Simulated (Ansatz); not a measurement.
## bond stretched by 2.5 Å, between Pt atomic chains under bias: the sweep under bias

Ansatz 0.2.0; DFT PBE, plane waves, PAW; current against voltage, self-consistent under bias.

Vacuum beyond both ends lets the two leads hold different Fermi levels, and the density is solved anew at each bias. Each lead has 17 atoms, since a wire screens slowly.

input.yaml reads:

```yaml
crystal:
  lattice:
    - [6.0, 0.0, 0.0]
    - [0.0, 6.0, 0.0]
    - [0.0, 0.0, 95.04]
  atoms:
    - { symbol: Pt, position: [0.5, 0.5, 0.0], spin: 0.6 }
    - { symbol: Pt, position: [0.5, 0.5, 0.025042088], spin: 0.6 }
    - { symbol: Pt, position: [0.5, 0.5, 0.050084175], spin: 0.6 }
    - { symbol: Pt, position: [0.5, 0.5, 0.075126263], spin: 0.6 }
    - { symbol: Pt, position: [0.5, 0.5, 0.10016835], spin: 0.6 }
    - { symbol: Pt, position: [0.5, 0.5, 0.125210438], spin: 0.6 }
    - { symbol: Pt, position: [0.5, 0.5, 0.150252525], spin: 0.6 }
    - { symbol: Pt, position: [0.5, 0.5, 0.175294613], spin: 0.6 }
    - { symbol: Pt, position: [0.5, 0.5, 0.2003367], spin: 0.6 }
    - { symbol: Pt, position: [0.5, 0.5, 0.225378788], spin: 0.6 }
    - { symbol: Pt, position: [0.5, 0.5, 0.250420875], spin: 0.6 }
    - { symbol: Pt, position: [0.5, 0.5, 0.275462963], spin: 0.6 }
    - { symbol: Pt, position: [0.5, 0.5, 0.300505051], spin: 0.6 }
    - { symbol: Pt, position: [0.5, 0.5, 0.325547138], spin: 0.6 }
    - { symbol: Pt, position: [0.5, 0.5, 0.350589226], spin: 0.6 }
    - { symbol: Pt, position: [0.5, 0.5, 0.375631313], spin: 0.6 }
    - { symbol: Pt, position: [0.5, 0.5, 0.400673401], spin: 0.6 }
    - { symbol: Pt, position: [0.5, 0.5, 0.452020202], spin: 0.6 }
    - { symbol: Pt, position: [0.5, 0.5, 0.47706229], spin: 0.6 }
    - { symbol: Pt, position: [0.5, 0.5, 0.502104377], spin: 0.6 }
    - { symbol: Pt, position: [0.5, 0.5, 0.527146465], spin: 0.6 }
    - { symbol: Pt, position: [0.5, 0.5, 0.552188552], spin: 0.6 }
    - { symbol: Pt, position: [0.5, 0.5, 0.57723064], spin: 0.6 }
    - { symbol: Pt, position: [0.5, 0.5, 0.602272727], spin: 0.6 }
    - { symbol: Pt, position: [0.5, 0.5, 0.627314815], spin: 0.6 }
    - { symbol: Pt, position: [0.5, 0.5, 0.652356902], spin: 0.6 }
    - { symbol: Pt, position: [0.5, 0.5, 0.67739899], spin: 0.6 }
    - { symbol: Pt, position: [0.5, 0.5, 0.702441077], spin: 0.6 }
    - { symbol: Pt, position: [0.5, 0.5, 0.727483165], spin: 0.6 }
    - { symbol: Pt, position: [0.5, 0.5, 0.752525253], spin: 0.6 }
    - { symbol: Pt, position: [0.5, 0.5, 0.77756734], spin: 0.6 }
    - { symbol: Pt, position: [0.5, 0.5, 0.802609428], spin: 0.6 }
    - { symbol: Pt, position: [0.5, 0.5, 0.827651515], spin: 0.6 }
    - { symbol: Pt, position: [0.5, 0.5, 0.852693603], spin: 0.6 }
magnetization:
  spin_polarized: true
kpoints:
  mp_grid: { grid: [1, 1, 1] }
scf:
  occupations: { method: fermi_dirac, width: 0.1 }
hamiltonian:
  xc: pbe
output:
  current_voltage:
    leads: [[10, 11], [22, 23]]
    bias: [0.3, 0.6, 1.0, 1.5]
    electrode_ends: [16, 17]
    kmesh: [1, 1]
  write_potential: true
  write_density: true
  volumetric_format: npy
basis:
  ecutwfc: "340 eV"
```

Started as:

```bash
ansatz run input.yaml --threads 4 --pin off --max-ram 16384MiB --backend cpu --events-out ev --progress --plain --runs-dir out
```

Q: Predict the transmission and channels at 0 V against energy.

Each channel passes at most one electron wave, so a value between whole numbers means that at least one channel is partly reflected.

The electron density less that at 0 V, planar mean (0.3 V) oscillates, so the rows of the table below give means over windows of 5 Å about each position, cut where the curve ends. Its first 14 maxima inside the range that stand out by 2 % of the span (Å: e/Å³): 94.0: 6.8e-5, 97.0: 4.8e-6, 104.3: 5.0e-6, 106.4: 6.1e-6, 109.1: 6.1e-6, 111.6: 7.8e-6, 113.7: 8.3e-6, 117.0: 1.4e-5, 119.2: 2.9e-6, 120.8: 2.4e-5, 121.7: 2.1e-5, 123.3: -5.7e-6, 125.3: 1.6e-5, 130.2: 3.0e-5. Its first 14 minima: 96.4: -6.9e-6, 100.8: -5.5e-6, 105.6: -8.2e-6, 108.1: -1.0e-5, 110.6: -1.0e-5, 112.9: -1.4e-5, 115.4: -1.8e-5, 118.8: -2.5e-5, 119.8: -1.8e-5, 121.2: -8.8e-7, 122.6: -2.1e-5, 123.6: -1.9e-5, 127.1: -3.0e-5, 130.9: -1.7e-5.

By hand: at 1.5 V the window reaches from -0.75 to 0.75 eV, and the mean transmission a spin over it is 0.0611. With sharp Fermi edges I = G0 × V × T̄ = 77.48 μS × 1.5 V × 0.0611 = 7.10 μA, against 7.11 μA from the program at 300 K.

This step gave:

- conductance at zero bias: 0.08184 G₀
- current at the highest bias: 7.108 μA
- largest misfit of the leads: 64.87 meV

Cell area 36.000 Å^2. The current through one cell by bias:

| bias (V) | current (μA) | current ampere up (μA) | current ampere dn (μA) |
| --- | --- | --- | --- |
| 0.000 | 0 | 0 | 0 |
| 0.300 | 1.86 | 1.03 | 0.836 |
| 0.600 | 3.43 | 1.87 | 1.56 |
| 1.000 | 5.12 | 2.80 | 2.32 |
| 1.500 | 7.11 | 3.96 | 3.15 |

Bias 0 V. The transmission and channels at 0 V by energy, zero at the mean Fermi level:

| energy (eV) | transmission, up | transmission, down | channels left up | channels left dn | channels right up | channels right dn |
| --- | --- | --- | --- | --- | --- | --- |
| -0.259 | 0.0800 | 0.0511 | 4 | 4 | 4 | 4 |
| -0.233 | 0.0819 | 0.0536 | 4 | 4 | 4 | 4 |
| -0.207 | 0.0836 | 0.0561 | 4 | 4 | 4 | 4 |
| -0.181 | 0.0850 | 0.0586 | 4 | 4 | 4 | 4 |
| -0.155 | 0.0862 | 0.0611 | 4 | 4 | 4 | 4 |
| -0.129 | 0.0872 | 0.0634 | 4 | 4 | 4 | 4 |
| -0.103 | 0.0880 | 0.0657 | 4 | 4 | 4 | 4 |
| -0.078 | 0.0887 | 0.0679 | 4 | 4 | 4 | 4 |
| -0.052 | 0.0893 | 0.0700 | 4 | 4 | 4 | 4 |
| -0.026 | 0.0898 | 0.0719 | 4 | 4 | 4 | 4 |
| 0.000 | 0.0903 | 0.0737 | 4 | 4 | 4 | 4 |
| 0.026 | 0.0907 | 0.0753 | 4 | 4 | 4 | 4 |
| 0.052 | 0.0911 | 0.0768 | 4 | 4 | 4 | 4 |
| 0.078 | 0.0915 | 0.0783 | 4 | 4 | 4 | 4 |
| 0.103 | 0.0920 | 0.0797 | 4 | 4 | 4 | 4 |
| 0.129 | 0.0926 | 0.0812 | 4 | 4 | 4 | 4 |
| 0.155 | 0.0933 | 0.0830 | 4 | 4 | 4 | 4 |
| 0.181 | 0.0944 | 0.0857 | 4 | 4 | 4 | 4 |
| 0.207 | 0.0964 | 0.0902 | 4 | 4 | 4 | 4 |
| 0.233 | 0.101 | 0.0968 | 4 | 4 | 4 | 4 |
| 0.259 | 0.0676 | 0.103 | 3 | 4 | 3 | 4 |

Bias 0.6 V. The transmission and channels at 0.6 V by energy, zero at the mean Fermi level:

| energy (eV) | transmission, up | transmission, down | channels left up | channels left dn | channels right up | channels right dn |
| --- | --- | --- | --- | --- | --- | --- |
| -0.569 | 0.0494 | 0.0332 | 6 | 6 | 4 | 4 |
| -0.491 | 0.0536 | 0.0368 | 6 | 6 | 4 | 4 |
| -0.414 | 0.0582 | 0.0405 | 6 | 6 | 4 | 4 |
| -0.336 | 0.0630 | 0.0444 | 6 | 6 | 4 | 4 |
| -0.233 | 0.0698 | 0.0498 | 6 | 6 | 4 | 4 |
| -0.155 | 0.0752 | 0.0543 | 4 | 6 | 4 | 4 |
| -0.078 | 0.0819 | 0.0607 | 4 | 4 | 4 | 4 |
| -0.052 | 0.0937 | 0.0642 | 4 | 4 | 3 | 4 |
| 0.000 | 0.0787 | 0.0708 | 4 | 4 | 3 | 4 |
| 0.078 | 0.0831 | 0.0749 | 4 | 4 | 3 | 3 |
| 0.155 | 0.0862 | 0.0790 | 4 | 4 | 3 | 3 |
| 0.233 | 0.0887 | 0.0827 | 4 | 4 | 3 | 3 |
| 0.336 | 0.0917 | 0.0856 | 4 | 4 | 3 | 3 |
| 0.414 | 0.0944 | 0.0865 | 4 | 4 | 3 | 3 |
| 0.491 | 0.0958 | 0.0872 | 4 | 4 | 1 | 3 |
| 0.543 | 0.107 | 0.0900 | 3 | 4 | 1 | 3 |
| 0.569 | 0.0883 | 0.0918 | 3 | 4 | 1 | 3 |

Bias 1.5 V. Transmission and channels at 1.5 V against energy, zero at the mean Fermi level:

| energy (eV) | transmission, up | transmission, down | channels left up | channels left dn | channels right up | channels right dn |
| --- | --- | --- | --- | --- | --- | --- |
| -1.008 | 0.0259 | 0.0132 | 4 | 3 | 4 | 4 |
| -0.957 | 0.0467 | 0.0159 | 4 | 4 | 4 | 4 |
| -0.905 | 0.0337 | 0.0174 | 4 | 4 | 4 | 4 |
| -0.801 | 0.0304 | 0.0214 | 5 | 4 | 4 | 4 |
| -0.698 | 0.0367 | 0.0265 | 6 | 6 | 4 | 4 |
| -0.595 | 0.0462 | 0.0320 | 6 | 6 | 4 | 4 |
| -0.491 | 0.0445 | 0.0376 | 6 | 6 | 3 | 4 |
| -0.388 | 0.0496 | 0.0442 | 6 | 6 | 3 | 4 |
| -0.310 | 0.0497 | 0.0458 | 6 | 6 | 3 | 3 |
| -0.207 | 0.0514 | 0.0476 | 6 | 6 | 3 | 3 |
| -0.103 | 0.0552 | 0.0488 | 6 | 6 | 3 | 3 |
| 0.000 | 0.0613 | 0.0500 | 6 | 6 | 3 | 3 |
| 0.103 | 0.0657 | 0.0520 | 6 | 6 | 1 | 3 |
| 0.207 | 0.0736 | 0.0553 | 6 | 6 | 1 | 1 |
| 0.310 | 0.0822 | 0.0610 | 4 | 6 | 1 | 1 |
| 0.388 | 0.0888 | 0.0662 | 4 | 4 | 1 | 1 |
| 0.491 | 0.0969 | 0.0742 | 4 | 4 | 1 | 1 |
| 0.595 | 0.104 | 0.0823 | 4 | 4 | 1 | 1 |
| 0.698 | 0.110 | 0.0894 | 4 | 4 | 1 | 1 |
| 0.801 | 0.115 | 0.0953 | 4 | 4 | 1 | 1 |
| 0.905 | 0.121 | 0.100 | 4 | 4 | 1 | 1 |
| 0.982 | 0.131 | 0.107 | 4 | 4 | 1 | 1 |
| 1.008 | 0.111 | 0.110 | 3 | 4 | 1 | 1 |

Table of Hartree potential energy less that at 0 V, planar mean by z:

| z (Å) | 0.3 V (eV) | 0.6 V (eV) | 1 V (eV) | 1.5 V (eV) |
| --- | --- | --- | --- | --- |
| 90 | 0.0465 | 0.0936 | 0.157 | 0.238 |
| 95 | 0.145 | 0.290 | 0.484 | 0.726 |
| 100 | 0.150 | 0.300 | 0.500 | 0.750 |
| 105 | 0.148 | 0.297 | 0.497 | 0.746 |
| 110 | 0.147 | 0.295 | 0.492 | 0.739 |
| 115 | 0.145 | 0.291 | 0.486 | 0.730 |
| 120 | 0.144 | 0.289 | 0.482 | 0.725 |
| 125 | 0.146 | 0.291 | 0.485 | 0.729 |
| 130 | 0.143 | 0.287 | 0.479 | 0.722 |
| 135 | 0.0425 | 0.0868 | 0.148 | 0.231 |
| 140 | -0.138 | -0.278 | -0.465 | -0.700 |
| 145 | -0.146 | -0.293 | -0.489 | -0.737 |
| 150 | -0.146 | -0.294 | -0.492 | -0.741 |
| 155 | -0.145 | -0.293 | -0.490 | -0.739 |
| 160 | -0.147 | -0.295 | -0.493 | -0.741 |
| 165 | -0.148 | -0.296 | -0.494 | -0.743 |
| 170 | -0.148 | -0.296 | -0.494 | -0.743 |
| 175 | -0.147 | -0.293 | -0.488 | -0.733 |
| 180 | -0.0725 | -0.144 | -0.239 | -0.358 |

Table of electron density less that at 0 V, planar mean by z; means over each step:

| z (Å) | 0.3 V (e/Å³) | 0.6 V (e/Å³) | 1 V (e/Å³) | 1.5 V (e/Å³) |
| --- | --- | --- | --- | --- |
| 90 | 6.6e-7 | 1.4e-6 | 2.7e-6 | 4.8e-6 |
| 95 | 2.4e-5 | 4.8e-5 | 8.0e-5 | 1.2e-4 |
| 100 | 1.5e-6 | 3.0e-6 | 5.0e-6 | 7.4e-6 |
| 105 | 6.7e-7 | 1.2e-6 | 2.0e-6 | 3.1e-6 |
| 110 | 2.2e-7 | 4.5e-7 | 7.7e-7 | 4.8e-7 |
| 115 | -2.8e-8 | 2.1e-7 | 6.4e-7 | 7.4e-7 |
| 120 | 5.0e-7 | 1.7e-6 | 3.4e-6 | 6.7e-6 |
| 125 | -2.7e-6 | -5.9e-6 | -9.9e-6 | -1.5e-5 |
| 130 | 3.7e-6 | 6.6e-6 | 1.0e-5 | 1.3e-5 |
| 135 | 2.9e-5 | 6.0e-5 | 1.0e-4 | 1.6e-4 |
| 140 | -3.3e-5 | -6.6e-5 | -1.1e-4 | -1.7e-4 |
| 145 | 5.3e-8 | -1.3e-7 | -1.1e-6 | -1.3e-6 |
| 150 | 1.5e-6 | 2.9e-6 | 4.6e-6 | 5.5e-6 |
| 155 | -1.4e-6 | -3.1e-6 | -4.0e-6 | -4.6e-6 |
| 160 | 2.0e-7 | 6.4e-7 | 5.5e-7 | 1.1e-7 |
| 165 | 2.6e-7 | 8.9e-7 | 1.9e-6 | 2.8e-6 |
| 170 | -3.9e-8 | -3.7e-7 | -1.3e-6 | -2.3e-6 |
| 175 | -2.0e-5 | -4.1e-5 | -6.8e-5 | -1.0e-4 |
| 180 | -5.5e-6 | -1.1e-5 | -1.8e-5 | -2.7e-5 |

[Logs are printed without paths, hosts, clocks, repeated set-up lines and the standing remarks that a program may print on its own settings, such as how far it seeks lower states.]

[Hosts, paths, dates, database ids (printed as entryN), source tags and the programs' standing remarks are cut or masked in the printed files.]
